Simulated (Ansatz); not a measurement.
# Li on Pd(111): change of the work function, part 4 of 5

Aim: the work function of Pd(111) at several coverages of Li (hcp site), and the dipole that each adsorbate carries.

Ansatz 0.2.0; plane-wave DFT, LDA, Ansatz PAW.

So far, work function, upper face (eV): step 2 (the clean slab) 5.63; step 3 (37 atoms, coverage 0.111 ML, cell 3x3) 4.11; step 4 (17 atoms, coverage 0.25 ML, cell 2x2) 2.90.

### 5. Adsorbate added, k-mesh 6×6×1, coverage 0.5 ML

System of this step: Li/Pd(111). The cell holds 18 atoms: 16 Pd and 2 Li. Cell: a = 5.501 Å, b = 5.501 Å, c = 26.912 Å, α = 90.0°, β = 90.0°, γ = 60.0°. Vacuum lies along c.

Another coverage, to see how the dipoles act on each other as their distance changes.

The input, input.yaml:

```yaml
crystal:
  lattice:
    - [5.5012907577, 0.0, 0.0]
    - [2.7506453788, 4.7642575497, 0.0]
    - [0.0, 0.0, 26.9115317527]
  atoms:
    - { symbol: Pd, position: [0.0, 0.0, 0.3344291244] }
    - { symbol: Pd, position: [0.1666666667, 0.1666666667, 0.4178837775] }
    - { symbol: Pd, position: [0.3333333333, 0.3333333333, 0.4984841747] }
    - { symbol: Pd, position: [0.0, 0.0, 0.5797220388] }
    - { symbol: Pd, position: [0.0, 0.5, 0.3344291244] }
    - { symbol: Pd, position: [0.1666666667, 0.6666666667, 0.4178837775] }
    - { symbol: Pd, position: [0.3333333333, 0.8333333333, 0.4984841747] }
    - { symbol: Pd, position: [0.0, 0.5, 0.5797220388] }
    - { symbol: Pd, position: [0.5, 0.0, 0.3344291244] }
    - { symbol: Pd, position: [0.6666666667, 0.1666666667, 0.4178837775] }
    - { symbol: Pd, position: [0.8333333333, 0.3333333333, 0.4984841747] }
    - { symbol: Pd, position: [0.5, 0.0, 0.5797220388] }
    - { symbol: Pd, position: [0.5, 0.5, 0.3344291244] }
    - { symbol: Pd, position: [0.6666666667, 0.6666666667, 0.4178837775] }
    - { symbol: Pd, position: [0.8333333333, 0.8333333333, 0.4984841747] }
    - { symbol: Pd, position: [0.5, 0.5, 0.5797220388] }
    - { symbol: Li, position: [0.3333333333, 0.3333333333, 0.6655708756] }
    - { symbol: Li, position: [0.8333333333, 0.3333333333, 0.6655708756] }
kpoints:
  mp_grid: { grid: [6, 6, 1] }
hamiltonian:
  xc: lda
scf:
  occupations: { method: fermi_dirac, width: 0.1 }
  convergence: { dr2_threshold: 1.0e-08 }
efield:
  axis: 3
  dipole_correction: true
  ramp_position: 0.97
  ramp_width: 0.06
relax:
  f_tol: 0.02
  max_steps: 60
  constraints: [{ sites: [0, 1, 4, 5, 8, 9, 12, 13] }]
output:
  bader: true
  dos: { projected: true, e_range: [-8, 4] }
  write_potential: true
  write_density: true
  volumetric_format: npy
```

Started as:

```console
ansatz run input.yaml --threads 4 --pin off --max-ram 12288MiB --backend cpu --events-out ev --progress --plain --runs-dir out
```

Numbers of over 12 decimals in the logs are rounded to 6 here.

The program printed:

```text
[...]
Crystal: 18 atoms, lattice volume = 705.340 Å³
Basis set: ecut = 420 eV, 13775 PW (Γ)
Bands: 177, of which v1, the nominal top of the filled ones, is band 147 counted from 1 (146 counted from 0)
Symmetry: 4 space group operations
[...]
k-points: 13 of 36 (time reversal used)
[...]
2     Pd      0.0150     0.0000
     3     Pd     -0.2996     0.0003
     4     Pd     -0.0323     0.0000
     5     Pd      0.0304     0.0000
     6     Pd      0.0127     0.0000
     7     Pd     -0.5241     0.0007
[...]
14     Pd      0.0127     0.0000
    15     Pd     -0.5241     0.0007
    16     Li      0.8010     0.0010
    17     Li      0.8010     0.0010
  estimated error of the sums over rays = 3.8e-4 e
[key lines of the parts left out:]
SCF converged after 10 iterations
Free energy (F): -109913.206496 eV
Fermi energy:    4.114251 eV
Dipole field:    D = 0.115480 V/Å  (p = 0.450137 e·Å, saw-weighted, corrected)
Work function:   Φ+ = 2.5122 eV   Φ− = 5.6200 eV
```

The job ended after 6.6 min (4 threads of Arm Neoverse V1, shared host; peak memory 3.3 GiB).

The steps of the relaxation:

```
step  energy less that of the first step (eV)  largest force component (eV/Å)
   1                                   0.0000                          1.0777
   2                                  -0.4726                          0.6767
   3                                  -0.6356                          0.1401
   4                                  -0.6494                          0.0391
   5                                  -0.6516                          0.0099
   6                                  -0.6518                          0.0029
```

The run keeps the 4 symmetry operations that it works with, so distortions that break them were not tested.

The atoms that moved most (Å):

```
atom     dx      dy      dz  length
Li18  0.000   0.117  -0.448   0.463
Li17  0.000   0.117  -0.448   0.463
 Pd4  0.000  -0.025   0.074   0.078
Pd12  0.000  -0.025   0.074   0.078
Pd11  0.000  -0.013   0.016   0.021
 Pd3  0.000  -0.013   0.016   0.021
 Pd7  0.000   0.008   0.019   0.020
Pd15  0.000   0.008   0.019   0.020
```

Final coordinates:

```xyz
18
Lattice="5.5013 0.0000 0.0000 2.7506 4.7643 0.0000 0.0000 0.0000 26.9115" Properties=species:S:1:pos:R:3
Pd    0.0000    0.0000    9.0000
Pd    1.3753    0.7940   11.2459
Pd    2.7506    1.5748   13.4310
Pd    0.0000   -0.0247   15.6752
Pd    1.3753    2.3821    9.0000
Pd    2.7506    3.1762   11.2459
Pd    4.1260    3.9778   13.4336
Pd    1.3753    2.3978   15.6095
Pd    2.7506    0.0000    9.0000
Pd    4.1260    0.7940   11.2459
Pd    5.5013    1.5748   13.4310
Pd    2.7506   -0.0247   15.6752
Pd    4.1260    2.3821    9.0000
Pd    5.5013    3.1762   11.2459
Pd    6.8766    3.9778   13.4336
Pd    4.1260    2.3978   15.6095
Li    2.7506    1.7055   17.4639
Li    5.5013    1.7055   17.4639
```

The density of states has structure finer than the step of the table below, so its rows give means over 0.25 eV, whole bins alone (the curve runs from -8 to 1.98 eV). Peaks (eV: height): -3.760: 55.3, -3.400: 51.3, -2.680: 66.9, -2.620: 55.7, -2.500: 55.8, -0.390: 52.0, -0.210: 59.1.

Table of density of states by energy, zero at the Fermi level; means over each step:

```
energy (eV)  density of states (states/eV a cell)
      -7.25                                     0
      -7.00                                 0.107
      -6.75                                 0.950
      -6.50                                 0.988
      -6.25                                  1.10
      -6.00                                  1.18
      -5.75                                  2.24
      -5.50                                  2.88
      -5.25                                  9.65
      -5.00                                  21.4
      -4.75                                  29.6
      -4.50                                  30.8
      -4.25                                  24.1
      -4.00                                  25.9
      -3.75                                  24.7
      -3.50                                  28.9
      -3.25                                  22.8
      -3.00                                  27.6
      -2.75                                  49.6
      -2.50                                  36.8
      -2.25                                  37.3
      -2.00                                  26.7
      -1.75                                  33.4
      -1.50                                  27.6
      -1.25                                  30.4
      -1.00                                  38.0
      -0.75                                  31.6
      -0.50                                  28.7
      -0.25                                  41.9
       0.00                                  30.9
       0.25                                  11.6
       0.50                                  4.70
       0.75                                  4.91
       1.00                                  8.52
       1.25                                  5.94
       1.50                                  3.61
       1.75                                  4.82
```

The relaxation took 6 steps and lowered the energy by 0.65 eV; the largest force on the free atoms ends at 0.0029 eV/Å.

The covered face has 2.51 eV, -3.12 eV against the clean one; the bare back face has moved by -0.03 eV, a measure of how thin the slab is.

### 6. Adsorbate added, k-mesh 12×12×1, coverage 1 ML

System of this step: Li/Pd(111). The cell holds 5 atoms: 4 Pd and 1 Li. Cell: a = 2.751 Å, b = 2.751 Å, c = 26.912 Å, α = 90.0°, β = 90.0°, γ = 60.0°. Vacuum lies along c.

Another coverage, to see how the dipoles act on each other as their distance changes.

input.yaml, the sections that differ from step 5:

```yaml
crystal:
  lattice:
    - [2.7506453788, 0.0, 0.0]
    - [1.3753226894, 2.3821287749, 0.0]
    - [0.0, 0.0, 26.9115317527]
  atoms:
    - { symbol: Pd, position: [0.0, 0.0, 0.3344291244] }
    - { symbol: Pd, position: [0.3333333333, 0.3333333333, 0.4178837775] }
    - { symbol: Pd, position: [0.6666666667, 0.6666666667, 0.4984841747] }
    - { symbol: Pd, position: [0.0, 0.0, 0.5797220388] }
    - { symbol: Li, position: [0.6666666667, 0.6666666667, 0.6655708756] }
kpoints:
  mp_grid: { grid: [12, 12, 1] }
relax:
  f_tol: 0.02
  max_steps: 60
  constraints: [{ sites: [0, 1] }]
output:
  bader: true
  write_potential: true
  write_density: true
  volumetric_format: npy
# hamiltonian, scf, efield: as in step 5
```

The program printed:

```text
[...]
Crystal: 5 atoms, lattice volume = 176.335 Å³
Basis set: ecut = 420 eV, 3455 PW (Γ)
Bands: 45, of which v1, the nominal top of the filled ones, is band 38 counted from 1 (37 counted from 0)
Symmetry: 6 space group operations
[...]
k-points: 19 of 144 (time reversal used)
[...]
- { symbol: Pd, position: [0.666667, 0.666667, 0.499301] }
[...]
- { symbol: Li, position: [0.666667, 0.666667, 0.651552] }
--- Bader charges: 5 sites ---
  site symbol  charge [e]  shift [e]
     0     Pd     -0.0320     0.0000
     1     Pd      0.0292     0.0000
     2     Pd     -0.0041     0.0000
     3     Pd     -0.7454     0.0009
     4     Li      0.7523     0.0009
  estimated error of the sums over rays = 2.6e-4 e
[key lines of the parts left out:]
SCF converged after 9 iterations
Free energy (F): -27579.543681 eV
Fermi energy:    4.094030 eV
Dipole field:    D = 0.079753 V/Å  (p = 0.077718 e·Å, saw-weighted, corrected)
Work function:   Φ+ = 3.4687 eV   Φ− = 5.6150 eV
```

It took 24 s on 4 threads; peak memory 0.48 GiB.

Relaxation path:

```
step  energy less that of the first step (eV)  largest force component (eV/Å)
   1                                   0.0000                          1.0003
   2                                  -0.2081                          0.3853
   3                                  -0.2380                          0.0630
   4                                  -0.2387                          0.0047
```

The run keeps the 6 symmetry operations that it works with, so distortions that break them were not tested.

The atoms that moved most (Å):

```
atom     dx     dy      dz  length
 Li5  0.000  0.000  -0.377   0.377
 Pd4  0.000  0.000   0.065   0.065
 Pd3  0.000  0.000   0.022   0.022
```

The relaxation took 4 steps and lowered the energy by 0.24 eV; the largest force on the free atoms ends at 0.0047 eV/Å.

The covered face has 3.47 eV, -2.16 eV against the clean one; the bare back face has moved by -0.03 eV, a measure of how thin the slab is.

### 7. Work function against coverage

This step: plane-wave DFT, LDA, Ansatz PAW; work function against coverage (Ansatz 0.2.0).

The runs are now put side by side.

Numbers from this step:

```
work function of the clean face     : 5.628 eV
largest change of the work function : -3.116 eV
```

The work function of the covered face by coverage:

```
coverage (adsorbates/nm²)  work function of the covered face (eV)
                     0.00                                    5.63
                     1.70                                    4.11
                     3.82                                    2.90
                     7.63                                    2.51
                    15.26                                    3.47
```

The dipole per adsorbate comes from the change of the cell's dipole. Coverage, by row:

```
coverage (1/nm²)  coverage (ML)  work function (eV)  change (eV)  dipole per adsorbate, positive end outwards (debye)  mean height of the added atoms over the highest substrate atom (Å)
           1.696         0.1111               4.114       -1.514                                                2.377                                                               1.916
           3.815           0.25               2.895       -2.733                                                1.909                                                               1.848
           7.631            0.5               2.512       -3.116                                                1.074                                                               1.789
           15.26              1               3.469        -2.16                                                 0.37                                                               1.868
```

### 8. The slab at 0.25 ML, atoms frozen

This step: plane-wave DFT, LDA, Ansatz PAW (Ansatz 0.2.0).

System of this step: Li/Pd(111). The cell holds 17 atoms: 16 Pd and 1 Li. Its edges and angles: a = 5.501 Å, b = 5.501 Å, c = 26.912 Å, α = 90.0°, β = 90.0°, γ = 60.0°. Vacuum lies along c.

To see where the charge goes, the covered slab, the bare substrate and the adsorbate layer are each run at the same frozen positions and on the same grid.

The input, input.yaml:

```yaml
crystal:
  lattice:
    - [5.5012907577, 0.0, 0.0]
    - [2.7506453788, 4.7642575498, 0.0]
    - [0.0, 0.0, 26.9115317527]
  atoms:
    - { symbol: Pd, position: [0.0, 0.0, 0.3344291244] }
    - { symbol: Pd, position: [0.1666666667, 0.1666666667, 0.4178837775] }
    - { symbol: Pd, position: [0.3333333333, 0.3333333333, 0.4990620097] }
    - { symbol: Pd, position: [0.0, 0.0, 0.5816567945] }
    - { symbol: Pd, position: [0.0, 0.5, 0.3344291244] }
    - { symbol: Pd, position: [0.1666666667, 0.6666666667, 0.4178837775] }
    - { symbol: Pd, position: [0.3318097293, 0.8340951353, 0.4988278948] }
    - { symbol: Pd, position: [-0.0040086745, 0.5020043373, 0.5802465936] }
    - { symbol: Pd, position: [0.5, 0.0, 0.3344291244] }
    - { symbol: Pd, position: [0.6666666667, 0.1666666667, 0.4178837775] }
    - { symbol: Pd, position: [0.8340951353, 0.3318097293, 0.4988278948] }
    - { symbol: Pd, position: [0.5020043373, -0.0040086745, 0.5802465936] }
    - { symbol: Pd, position: [0.5, 0.5, 0.3344291244] }
    - { symbol: Pd, position: [0.6666666667, 0.6666666667, 0.4178837775] }
    - { symbol: Pd, position: [0.8340951353, 0.8340951353, 0.4988278948] }
    - { symbol: Pd, position: [0.5020043373, 0.5020043373, 0.5802465936] }
    - { symbol: Li, position: [0.3333333333, 0.3333333333, 0.6503112593] }
kpoints:
  mp_grid: { grid: [6, 6, 1] }
hamiltonian:
  xc: lda
scf:
  occupations: { method: fermi_dirac, width: 0.1 }
  convergence: { dr2_threshold: 1.0e-08 }
efield:
  axis: 3
  dipole_correction: true
  ramp_position: 0.97
  ramp_width: 0.06
output:
  write_potential: true
  write_density: true
  volumetric_format: npy
```

The program printed:

```text
[...]
Crystal: 17 atoms, lattice volume = 705.340 Å³
Basis set: ecut = 420 eV, 13775 PW (Γ)
Bands: 175, of which v1, the nominal top of the filled ones, is band 146 counted from 1 (145 counted from 0)
Symmetry: 6 space group operations
[...]
k-points: 7 of 36 (time reversal used)
[...]
SCF iter   1: F=—  HF=-109710.975821 eV  |F-HF|=—  |Δ(HF+E_count)|=         —  Δρ=1.40e-2  dr2=7.09e0  ethr=1.77e-3  p=0.366 e·Å  D=9.39e-2 V/Å  ΔV_dip=-2.53 eV  dr2_dipole=9.34e-2  V_vac-E_F(+/−)=2.54/5.07 eV  ⟨swp⟩=7.3  Hψ=5347  notcnv=0  defer=57
[...]
SCF iter  13: F=-109710.648057 eV  HF=-109710.648057 eV  |F-HF|=1.19e-9  |Δ(HF+E_count)|=   2.44e-9  Δρ=4.41e-7  dr2=2.40e-9  ethr=3.44e-12  p=0.400 e·Å  D=1.03e-1 V/Å  ΔV_dip=-2.76 eV  dr2_dipole=8.66e-11  V_vac-E_F(+/−)=2.90/5.66 eV  ⟨swp⟩=16.4  Hψ=4520  notcnv=0
SCF 1 converged in 13 iterations: F = -109710.648057 eV  dr2 = 2.40e-9
[...]
SCF converged after 13 iterations
Free energy (F): -109710.648057 eV
[...]
Internal energy: -109709.627893 eV  (E = F + TS)
E sigma→0 (E₀):  -109710.137975 eV
Entropy (-TS):   -1.020164 eV (-60.010 meV/atom)
Fermi energy:    3.827886 eV
Dipole field:    D = 0.102722 V/Å  (p = 0.400406 e·Å, saw-weighted, corrected)
Work function:   Φ+ = 2.8954 eV   Φ− = 5.6598 eV
[...]
--- Band table (eV; the first three rows and the last of 7) ---
  k-point 0: bands = [... 142 lower, 3.9412, 4.0733, 4.0985, 4.0985, 4.1659, 4.1698, 4.1698, 4.9121, ... 25 higher]
  k-point 1: bands = [... 142 lower, 3.8364, 3.8401, 3.9001, 3.9919, 4.0017, 4.0031, 4.3779, 4.4131, ... 25 higher]
  k-point 2: bands = [... 142 lower, 3.5696, 3.7449, 3.7716, 3.7920, 3.7932, 3.8607, 3.9832, 3.9903, ... 25 higher]
  k-point 6: bands = [... 142 lower, 3.5887, 3.5893, 3.5941, 3.6019, 3.6126, 3.6148, 3.6357, 3.6596, ... 25 higher]
```

Run time: 39 s. Hardware: 4 threads; peak memory 2.7 GiB; 2.6 min of CPU time.

Numbers from this step:

| Quantity | Value |
| --- | --- |
| energy at zero smearing | -109710.1380 eV |
| work function, upper face | 2.895 eV |
| work function, lower face | 5.660 eV |
| dipole along the normal | 0.4004 e·Å |
| step between the vacuum levels | -2.764 eV |

The work function of the upper face is 2.90 eV.

### 9. The substrate of the 0.25 ML cell alone

System of this step: Li/Pd(111), substrate alone, atoms held. The cell holds 16 atoms: 16 Pd. Its edges and angles: a = 5.501 Å, b = 5.501 Å, c = 26.912 Å, α = 90.0°, β = 90.0°, γ = 60.0°. Vacuum lies along c.

The second part, atoms unmoved.

input.yaml, as its differences from that of step 8:

```diff
@@ -22,3 +22,2 @@
     - { symbol: Pd, position: [0.5020043373, 0.5020043373, 0.5802465936] }
-    - { symbol: Li, position: [0.3333333333, 0.3333333333, 0.6503112593] }
 kpoints:
```

The program printed:

```text
[...]
Crystal: 16 atoms, lattice volume = 705.340 Å³
Basis set: ecut = 420 eV, 13775 PW (Γ)
Bands: 173, of which v1, the nominal top of the filled ones, is band 144 counted from 1 (143 counted from 0)
Symmetry: 6 space group operations
[...]
k-points: 7 of 36 (time reversal used)
[...]
SCF iter   1: F=—  HF=-109507.818320 eV  |F-HF|=—  |Δ(HF+E_count)|=         —  Δρ=1.33e-2  dr2=6.04e0  ethr=1.77e-3  p=-0.002 e·Å  D=-4.08e-4 V/Å  ΔV_dip=0.01 eV  dr2_dipole=2.16e-2  V_vac-E_F(+/−)=5.10/5.09 eV  ⟨swp⟩=7.4  Hψ=5435  notcnv=0  defer=48
[...]
SCF iter  13: F=-109507.524420 eV  HF=-109507.524420 eV  |F-HF|=6.98e-10  |Δ(HF+E_count)|=   4.82e-9  Δρ=5.36e-7  dr2=3.35e-9  ethr=3.47e-12  p=0.002 e·Å  D=6.18e-4 V/Å  ΔV_dip=-0.02 eV  dr2_dipole=3.51e-11  V_vac-E_F(+/−)=5.63/5.65 eV  ⟨swp⟩=17.1  Hψ=4759  notcnv=0
SCF 1 converged in 13 iterations: F = -109507.524420 eV  dr2 = 3.35e-9
[...]
SCF converged after 13 iterations
Free energy (F): -109507.524420 eV
[...]
Internal energy: -109506.430630 eV  (E = F + TS)
E sigma→0 (E₀):  -109506.977525 eV
Entropy (-TS):   -1.093790 eV (-68.362 meV/atom)
Fermi energy:    2.771717 eV
Dipole field:    D = 0.000622 V/Å  (p = 0.002424 e·Å, saw-weighted, corrected)
Work function:   Φ+ = 5.6343 eV   Φ− = 5.6511 eV
[...]
--- Band table (eV; the first three rows and the last of 7) ---
  k-point 0: bands = [... 140 lower, 2.8805, 3.0710, 3.0790, 3.0790, 3.1143, 3.1174, 3.1174, 3.1593, ... 25 higher]
  k-point 1: bands = [... 140 lower, 2.7589, 2.7988, 2.8002, 2.8708, 2.9531, 2.9589, 2.9652, 3.4202, ... 25 higher]
  k-point 2: bands = [... 140 lower, 2.5302, 2.5724, 2.7363, 2.7398, 2.7502, 2.8162, 2.9186, 2.9387, ... 25 higher]
  k-point 6: bands = [... 140 lower, 2.5350, 2.5501, 2.5599, 2.5645, 2.5766, 2.5783, 2.5807, 2.6302, ... 25 higher]
```

Wall time 39 s (4 threads); peak memory 2.6 GiB.

Numbers from this step:

* energy at zero smearing: -109506.9775 eV
* work function, upper face: 5.634 eV
* dipole along the normal: 0.002424 e·Å

The work function of the upper face is 5.63 eV.

[end of part 4 of 5]

[Logs are printed without paths, hosts, clocks, repeated set-up lines and the standing remarks that a program may print on its own settings, such as how far it seeks lower states.]

[Hosts, paths, dates, database ids (printed as entryN), source tags and the programs' standing remarks are cut or masked in the printed files.]

[Maps of the electrostatic potential energy from Ansatz leave out the sawtooth potential of an applied field or a dipole correction, so their vacuum need not be flat; planar profiles and work functions include it.]

[The density of states shown here was stored with 400 of the rows of the run's finer table, so its peaks can read low, often by over a quarter, or be missed, and its means over a window can be off by a tenth or more.]
